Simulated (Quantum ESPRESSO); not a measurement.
# HfN (Fm-3m): coupling and resistivity with EPW, part 2 of 5

Wanted: λ, Tc and ρ(T) of HfN (Fm-3m) from Quantum ESPRESSO and EPW.

Quantum ESPRESSO 7.5; DFT PBE, scalar-relativistic, plane waves, PseudoDojo 0.4.1 norm-conserving pseudopotentials.

So far. Step 2 (Relaxation): The volume ends at 11.73 Å³ an atom, +2.1 % from the start. Step 3 (Ground state): The Fermi level lies at 18.47 eV and the pressure is 0.0060 GPa.

## (4) Phonons on the coarse mesh

ph.x gives the dynamical matrices and the changes of the potential on a coarse q mesh, which EPW interpolates.

File ph.in:

```
phonons
 &inputph
    prefix='x',
    outdir='./tmp',
    tr2_ph=1.0d-14,
    fildyn='x.dyn',
    fildvscf='dvscf',
    ldisp=.true.,
    nq1=3,
    nq2=3,
    nq3=3,
    alpha_mix(1)=0.5,
    amass(1)=178.49,
    amass(2)=14.007,
 /
```

Started as:

```sh
$ OMP_NUM_THREADS=1 mpirun -n 8 ph.x -nk 8 -in ph.in > ph.out
```

Output:

```text
[banner, memory and clock lines left out]
Program PHONON v.7.5

     ./tmp/x.save/

     IMPORTANT: XC functional enforced from input :
     Exchange-correlation= PBE
                           (   1   4   3   4   0   0   0)
     Any further DFT definition will be discarded
     Please, verify this is what you really want

     G-vector sticks info

     Reading collected, re-writing distributed wavefunctions in ./tmp/

     Dynamical matrices for ( 3, 3, 3)  uniform grid of q-points
     (   4 q-points):
       N         xq(1)         xq(2)         xq(3)
       1   0.000000000   0.000000000   0.000000000
       2   0.235702260   0.235702260  -0.235702260
       3   0.471404521   0.000000000  -0.000000000
       4  -0.000000000  -0.471404521   0.471404521

     Number and degeneracy of irreps per q-point
       N         xq(1)         xq(2)         xq(3)   N irreps
       1   0.000000000   0.000000000   0.000000000       2
        3   3
       2   0.235702260   0.235702260  -0.235702260       4
        1   1   2   2
       3   0.471404521   0.000000000  -0.000000000       4
        1   1   2   2
       4  -0.000000000  -0.471404521   0.471404521       6
     No degeneracy

     Saving dvscf to file. Distribute only q points, not irreducible representations.

     Calculation of q =    0.0000000   0.0000000   0.0000000

     phonons

     bravais-lattice index     =            0
     lattice parameter (alat)  =       6.0716  a.u.
     unit-cell volume          =     158.2656 (a.u.)^3
     number of atoms/cell      =            2
     number of atomic types    =            2
     kinetic-energy cut-off    =      84.0000  Ry
     charge density cut-off    =     336.0000  Ry
     convergence threshold     =      1.0E-14
     beta                      =       0.5000
     number of iterations used =            4
     Exchange-correlation= PBE
                           (   1   4   3   4   0   0   0)

     celldm(1)=    6.07156  celldm(2)=    0.00000  celldm(3)=    0.00000
     celldm(4)=    0.00000  celldm(5)=    0.00000  celldm(6)=    0.00000

     crystal axes: (cart. coord. in units of alat)
               a(1) = (  0.0000  0.7071  0.7071 )
               a(2) = (  0.7071  0.0000  0.7071 )
               a(3) = (  0.7071  0.7071  0.0000 )

     reciprocal axes: (cart. coord. in units 2 pi/alat)
               b(1) = ( -0.7071  0.7071  0.7071 )
               b(2) = (  0.7071 -0.7071  0.7071 )
               b(3) = (  0.7071  0.7071 -0.7071 )

     Atoms inside the unit cell:

     Cartesian axes

     site n.  atom      mass           positions (alat units)
        1  Hf    178.4900   tau(    1) = (    0.00000    0.00000    0.00000  )
        2  N      14.0070   tau(    2) = (    0.70711    0.70711    0.70711  )

     Computing dynamical matrix for
                    q = (   0.0000000   0.0000000   0.0000000 )

     49 Sym.Ops. (with q -> -q+G )

     G cutoff =  313.7477  (  16457 G-vectors)     FFT grid: ( 36, 36, 36)

     number of k points=    35  Marzari-Vanderbilt smearing, width (Ry)=  0.0200

     PseudoPot. # 1 for Hf read from file:
     ./pseudo/Hf.upf
     Pseudo is Norm-conserving + core correction, Zval = 12.0
     Using radial grid of 1656 points,  8 beta functions with:
                l(1) =   0
                l(2) =   0
                l(3) =   1
                l(4) =   1
                l(5) =   2
                l(6) =   2
                l(7) =   3
                l(8) =   3

     PseudoPot. # 2 for N  read from file:
     ./pseudo/N.upf
     Pseudo is Norm-conserving + core correction, Zval =  5.0
     Using radial grid of 1058 points,  4 beta functions with:
                l(1) =   0
                l(2) =   0
                l(3) =   1
                l(4) =   1

     Mode symmetry, O_h (m-3m)  point group:

     Atomic displacements:
     There are    2 irreducible representations

     Representation     1      3 modes -  To be done

     Representation     2      3 modes -  To be done

     Alpha used in Ewald sum =   2.8000

     Representation #   1 modes #   1   2   3

     Self-consistent Calculation

     Pert. #  1: Fermi energy shift (Ry) =     1.7233E-26    -5.0154E-37
     Pert. #  2: Fermi energy shift (Ry) =    -1.9818E-25     1.3166E-36
     Pert. #  3: Fermi energy shift (Ry) =    -8.6165E-26     1.0031E-36

      thresh= 1.000E-02 alpha_mix =  0.500 |ddv_scf|^2 =  5.422E-07

     Pert. #  1: Fermi energy shift (Ry) =    -1.7233E-26    -2.4489E-40
     Pert. #  2: Fermi energy shift (Ry) =    -1.6371E-25    -1.1020E-39
     Pert. #  3: Fermi energy shift (Ry) =    -8.6165E-27    -1.2245E-39

      thresh= 7.363E-05 alpha_mix =  0.500 |ddv_scf|^2 =  2.127E-08

     Pert. #  1: Fermi energy shift (Ry) =    -5.1699E-26     2.4489E-40
     Pert. #  2: Fermi energy shift (Ry) =    -3.1881E-25    -6.1224E-41
     Pert. #  3: Fermi energy shift (Ry) =    -1.7233E-26    -1.2245E-40

      thresh= 1.458E-05 alpha_mix =  0.500 |ddv_scf|^2 =  4.164E-10

     Pert. #  1: Fermi energy shift (Ry) =     1.7233E-26    -7.6530E-41
     Pert. #  2: Fermi energy shift (Ry) =    -3.4466E-26     1.8367E-40
     Pert. #  3: Fermi energy shift (Ry) =     2.5849E-26     7.6530E-42

      thresh= 2.041E-06 alpha_mix =  0.500 |ddv_scf|^2 =  2.267E-11

     Pert. #  1: Fermi energy shift (Ry) =     0.0000E+00     7.6530E-42
     Pert. #  2: Fermi energy shift (Ry) =     2.3264E-25    -4.5918E-41
     Pert. #  3: Fermi energy shift (Ry) =    -3.4466E-26    -2.2959E-41

      thresh= 4.761E-07 alpha_mix =  0.500 |ddv_scf|^2 =  2.070E-13

     Pert. #  1: Fermi energy shift (Ry) =     1.3786E-25     1.1479E-41
[...]
thresh= 4.549E-08 alpha_mix =  0.500 |ddv_scf|^2 =  5.991E-15

     End of self-consistent calculation

     Convergence has been achieved

     Representation #   2 modes #   4   5   6

     Self-consistent Calculation

[...]
thresh= 1.000E-02 alpha_mix =  0.500 |ddv_scf|^2 =  1.413E-06

[...]
thresh= 1.189E-04 alpha_mix =  0.500 |ddv_scf|^2 =  3.988E-08

[...]
thresh= 1.997E-05 alpha_mix =  0.500 |ddv_scf|^2 =  1.647E-09

[...]
Pert. #  2: Fermi energy shift (Ry) =     2.1541E-27     1.9132E-42
     Pert. #  3: Fermi energy shift (Ry) =     1.2925E-26    -3.4438E-41

      thresh= 4.058E-06 alpha_mix =  0.500 |ddv_scf|^2 =  1.670E-11

     Pert. #  1: Fermi energy shift (Ry) =     7.7548E-26     0.0000E+00
     Pert. #  2: Fermi energy shift (Ry) =    -1.0771E-26     1.9611E-41
     Pert. #  3: Fermi energy shift (Ry) =    -3.0158E-26    -4.7831E-42

      thresh= 4.087E-07 alpha_mix =  0.500 |ddv_scf|^2 =  1.058E-12

[...]
a(3) = (   0.707107   0.707107   0.000000 )

     reciprocal axes: (cart. coord. in units 2 pi/alat)
               b(1) = ( -0.707107  0.707107  0.707107 )
               b(2) = (  0.707107 -0.707107  0.707107 )
               b(3) = (  0.707107  0.707107 -0.707107 )

     PseudoPot. # 1 for Hf read from file:
     ./pseudo/Hf.upf
     Pseudo is Norm-conserving + core correction, Zval = 12.0
     Using radial grid of 1656 points,  8 beta functions with:
                l(1) =   0
                l(2) =   0
                l(3) =   1
                l(4) =   1
[...]
PseudoPot. # 2 for N  read from file:
     ./pseudo/N.upf
     Pseudo is Norm-conserving + core correction, Zval =  5.0
     Using radial grid of 1058 points,  4 beta functions with:
[...]
atomic species   valence    mass     pseudopotential
     Hf               12.00   178.49000     Hf( 1.00)
     N                 5.00    14.00700     N ( 1.00)

     48 Sym. Ops., with inversion, found

   Cartesian axes

     site n.     atom                  positions (alat units)
         1        Hf     tau(   1) = (   0.0000000   0.0000000   0.0000000  )
         2        N      tau(   2) = (   0.7071068   0.7071068   0.7071068  )

     number of k points=   450  Marzari-Vanderbilt smearing, width (Ry)=  0.0200

     Number of k-points >= 100: set verbosity='high' to print them.

     Dense  grid:    16457 G-vectors     FFT dimensions: (  36,  36,  36)

     The potential is recalculated from file :
     ./tmp/_ph0/x.q_4/x.save/charge-density

     Starting wfcs are   14 atomic wfcs

     Band Structure Calculation
     Davidson diagonalization with overlap

     ethr =  5.88E-11,  avg # of iterations = 15.9

     End of band structure calculation

     Number of k-points >= 100: set verbosity='high' to print the bands.

     the Fermi energy is    18.4658 ev

     Writing config to output data dir ./tmp/_ph0/x.q_4/x.save/ :
     XML data file

     phonons

     bravais-lattice index     =            0
     lattice parameter (alat)  =       6.0716  a.u.
     unit-cell volume          =     158.2656 (a.u.)^3
     number of atoms/cell      =            2
     number of atomic types    =            2
     kinetic-energy cut-off    =      84.0000  Ry
     charge density cut-off    =     336.0000  Ry
     convergence threshold     =      1.0E-14
     beta                      =       0.5000
     number of iterations used =            4
     Exchange-correlation= PBE
                           (   1   4   3   4   0   0   0)

     celldm(1)=    6.07156  celldm(2)=    0.00000  celldm(3)=    0.00000
     celldm(4)=    0.00000  celldm(5)=    0.00000  celldm(6)=    0.00000

     crystal axes: (cart. coord. in units of alat)
               a(1) = (  0.0000  0.7071  0.7071 )
               a(2) = (  0.7071  0.0000  0.7071 )
               a(3) = (  0.7071  0.7071  0.0000 )

     reciprocal axes: (cart. coord. in units 2 pi/alat)
               b(1) = ( -0.7071  0.7071  0.7071 )
               b(2) = (  0.7071 -0.7071  0.7071 )
               b(3) = (  0.7071  0.7071 -0.7071 )

     Atoms inside the unit cell:

     Cartesian axes

     site n.  atom      mass           positions (alat units)
        1  Hf    178.4900   tau(    1) = (    0.00000    0.00000    0.00000  )
        2  N      14.0070   tau(    2) = (    0.70711    0.70711    0.70711  )

     Computing dynamical matrix for
                    q = (  -0.0000000  -0.4714045   0.4714045 )

      4 Sym.Ops. (no q -> -q+G )

     G cutoff =  313.7477  (  16457 G-vectors)     FFT grid: ( 36, 36, 36)

     number of k points=   450  Marzari-Vanderbilt smearing, width (Ry)=  0.0200

     PseudoPot. # 1 for Hf read from file:
     ./pseudo/Hf.upf
     Pseudo is Norm-conserving + core correction, Zval = 12.0
     Using radial grid of 1656 points,  8 beta functions with:
[...]
l(5) =   2
                l(6) =   2
                l(7) =   3
                l(8) =   3

     PseudoPot. # 2 for N  read from file:
     ./pseudo/N.upf
     Pseudo is Norm-conserving + core correction, Zval =  5.0
     Using radial grid of 1058 points,  4 beta functions with:
                l(1) =   0
                l(2) =   0
                l(3) =   1
                l(4) =   1

     Mode symmetry, C_2v (mm2)  point group:

     Atomic displacements:
     There are    6 irreducible representations

     Representation     1      1 modes -  To be done

     Representation     2      1 modes -  To be done

     Representation     3      1 modes -  To be done

     Representation     4      1 modes -  To be done

     Representation     5      1 modes -  To be done

     Representation     6      1 modes -  To be done

     Alpha used in Ewald sum =   2.8000

     Representation #   1 mode #   1

     Self-consistent Calculation

[...]
End of self-consistent calculation

     Convergence has been achieved

     Representation #   2 mode #   2

     Self-consistent Calculation

[...]
End of self-consistent calculation

     Convergence has been achieved

     Representation #   3 mode #   3

     Self-consistent Calculation

[...]
End of self-consistent calculation

     Convergence has been achieved

     Representation #   4 mode #   4

     Self-consistent Calculation

[...]
End of self-consistent calculation

     Convergence has been achieved

     Representation #   5 mode #   5

     Self-consistent Calculation

[...]
End of self-consistent calculation

     Convergence has been achieved

     Representation #   6 mode #   6

     Self-consistent Calculation

      thresh= 1.000E-02 alpha_mix =  0.500 |ddv_scf|^2 =  1.141E-04

      thresh= 1.068E-03 alpha_mix =  0.500 |ddv_scf|^2 =  6.306E-06

      thresh= 2.511E-04 alpha_mix =  0.500 |ddv_scf|^2 =  3.266E-08

      thresh= 1.807E-05 alpha_mix =  0.500 |ddv_scf|^2 =  7.443E-10

      thresh= 2.728E-06 alpha_mix =  0.500 |ddv_scf|^2 =  1.971E-11

      thresh= 4.440E-07 alpha_mix =  0.500 |ddv_scf|^2 =  2.009E-12

      thresh= 1.417E-07 alpha_mix =  0.500 |ddv_scf|^2 =  2.773E-14

      thresh= 1.665E-08 alpha_mix =  0.500 |ddv_scf|^2 =  5.764E-16

     End of self-consistent calculation

     Convergence has been achieved

     Number of q in the star =   12
     List of q in the star:
          1  -0.000000000  -0.471404521   0.471404521
          2   0.000000000   0.471404521   0.471404521
          3  -0.000000000  -0.471404521  -0.471404521
          4   0.471404521   0.471404521   0.000000000
          5  -0.471404521   0.471404521   0.000000000
          6   0.471404521  -0.471404521   0.000000000
          7  -0.471404521  -0.471404521  -0.000000000
          8   0.000000000   0.471404521  -0.471404521
          9   0.471404521  -0.000000000  -0.471404521
         10   0.471404521   0.000000000   0.471404521
         11  -0.471404521   0.000000000  -0.471404521
         12  -0.471404521  -0.000000000   0.471404521

     Diagonalizing the dynamical matrix

     q = (   -0.000000000  -0.471404521   0.471404521 )

 **************************************************************************
     freq (    1) =       3.644957 [THz] =     121.582690 [cm-1]
     freq (    2) =       4.258906 [THz] =     142.061802 [cm-1]
     freq (    3) =       4.641650 [THz] =     154.828781 [cm-1]
     freq (    4) =      13.806352 [THz] =     460.530324 [cm-1]
     freq (    5) =      14.835009 [THz] =     494.842634 [cm-1]
     freq (    6) =      15.618248 [THz] =     520.968672 [cm-1]
 **************************************************************************

     Mode symmetry, C_2v (mm2)  point group:

     freq (   1-   1) =        121.6  [cm-1]   --> B_1  D_3  S_3
     freq (   2-   2) =        142.1  [cm-1]   --> A_1  D_1  S_1
     freq (   3-   3) =        154.8  [cm-1]   --> B_2  D_4  S_4
     freq (   4-   4) =        460.5  [cm-1]   --> B_2  D_4  S_4
     freq (   5-   5) =        494.8  [cm-1]   --> A_1  D_1  S_1
     freq (   6-   6) =        521.0  [cm-1]   --> B_1  D_3  S_3
```

Run time: 5.5 min. Hardware: 8 MPI ranks of Arm Neoverse V2, shared host; 44 min of CPU time.

This step gave:

```
lowest frequency off the zone centre                                            : 106.5 cm⁻¹
largest magnitude of the acoustic modes at the zone centre, before the sum rule : 3.819 cm⁻¹
```

Frequencies at the irreducible wavevectors:

```
q1      q2       q3  star  mode 1 (cm⁻¹)  mode 2 (cm⁻¹)  mode 3 (cm⁻¹)  mode 4 (cm⁻¹)  mode 5 (cm⁻¹)  mode 6 (cm⁻¹)
 0       0        0     1           -3.8           -3.8           -3.8          474.9          474.9          474.9
 0       0   0.3333     8          106.5          106.5          163.4          487.3          512.3          512.3
 0  0.3333   0.3333     6          123.6          127.4          127.4          478.1          478.1          479.1
 0  0.3333  -0.3333    12          121.6          142.1          154.8          460.5          494.8            521
```

The lowest mode off the zone centre lies at 106 cm⁻¹ and the highest of all solved modes at 521 cm⁻¹, so the solved wavevectors are stable. The acoustic modes at the centre lie within 3.8 cm⁻¹ of zero before the sum rule is imposed.

## (5) Bands for the check

Bands on a path serve later as the test of the Wannier interpolation; inside the frozen window, points that lie on the coarse mesh match by construction, and those between them test it.

File bands.in:

```
 &control
    calculation='bands',
    prefix='x',
    outdir='./tmp',
    pseudo_dir='./pseudo',
    verbosity='high',
 /
 &system
    ibrav=0,
    nat=2,
    ntyp=2,
    ecutwfc=84.0,
    occupations='smearing',
    smearing='mv',
    degauss=0.02,
    nbnd=41,
 /
 &electrons
    conv_thr=1.0d-10,
 /
ATOMIC_SPECIES
 Hf    178.4900  Hf.upf
 N      14.0070  N.upf
CELL_PARAMETERS angstrom
     0.000000000    2.271886400    2.271886400
     2.271886400    0.000000000    2.271886400
     2.271886400    2.271886400    0.000000000
ATOMIC_POSITIONS crystal
 Hf     0.000000000   0.000000000   0.000000000
 N      0.500000000   0.500000000   0.500000000
K_POINTS crystal
38
 0.37500000 0.37500000 0.75000000 0.02631579
 0.34615385 0.34615385 0.69230769 0.02631579
 0.31730769 0.31730769 0.63461538 0.02631579
 0.28846154 0.28846154 0.57692308 0.02631579
[the list of k-points goes on]
```

Started as:

```sh
$ OMP_NUM_THREADS=1 mpirun -n 8 pw.x -nk 8 -in bands.in > bands.out
```

Output:

```text
[banner, memory and clock lines left out]
[...]
number of Kohn-Sham states=           41
```

Wall time 5.6 s (8 MPI ranks).

## (6) States on the coarse mesh

Wannier functions need the states on a full uniform k mesh, and the couplings need it to be a multiple of the q mesh.

File nscf.in:

```
 &control
    calculation='nscf',
    prefix='x',
    outdir='./tmp',
    pseudo_dir='./pseudo',
    verbosity='high',
 /
 &system
    ibrav=0,
    nat=2,
    ntyp=2,
    ecutwfc=84.0,
    occupations='smearing',
    smearing='mv',
    degauss=0.02,
    nbnd=41,
 /
 &electrons
    conv_thr=1.0d-11,
 /
ATOMIC_SPECIES
 Hf    178.4900  Hf.upf
 N      14.0070  N.upf
CELL_PARAMETERS angstrom
     0.000000000    2.271886400    2.271886400
     2.271886400    0.000000000    2.271886400
     2.271886400    2.271886400    0.000000000
ATOMIC_POSITIONS crystal
 Hf     0.000000000   0.000000000   0.000000000
 N      0.500000000   0.500000000   0.500000000
K_POINTS crystal
729
 0.00000000 0.00000000 0.00000000 0.00137174
 0.00000000 0.00000000 0.11111111 0.00137174
 0.00000000 0.00000000 0.22222222 0.00137174
 0.00000000 0.00000000 0.33333333 0.00137174
[the list of k-points goes on]
```

Started as:

```sh
$ OMP_NUM_THREADS=1 mpirun -n 8 pw.x -nk 8 -in nscf.in > nscf.out
```

Output:

```text
[banner, memory and clock lines left out]
[...]
number of Kohn-Sham states=           41
     the Fermi energy is    18.4658 ev
```

It took 99 s on 8 MPI ranks; 13 min of CPU time.

[end of part 2 of 5]

[The logs of pw.x and epw.x are selected lines.]

[Logs are printed without paths, hosts, clocks, repeated set-up lines and the standing remarks that a program may print on its own settings, such as how far it seeks lower states.]

[Hosts, paths, dates, database ids (printed as entryN), source tags and the programs' standing remarks are cut or masked in the printed files.]
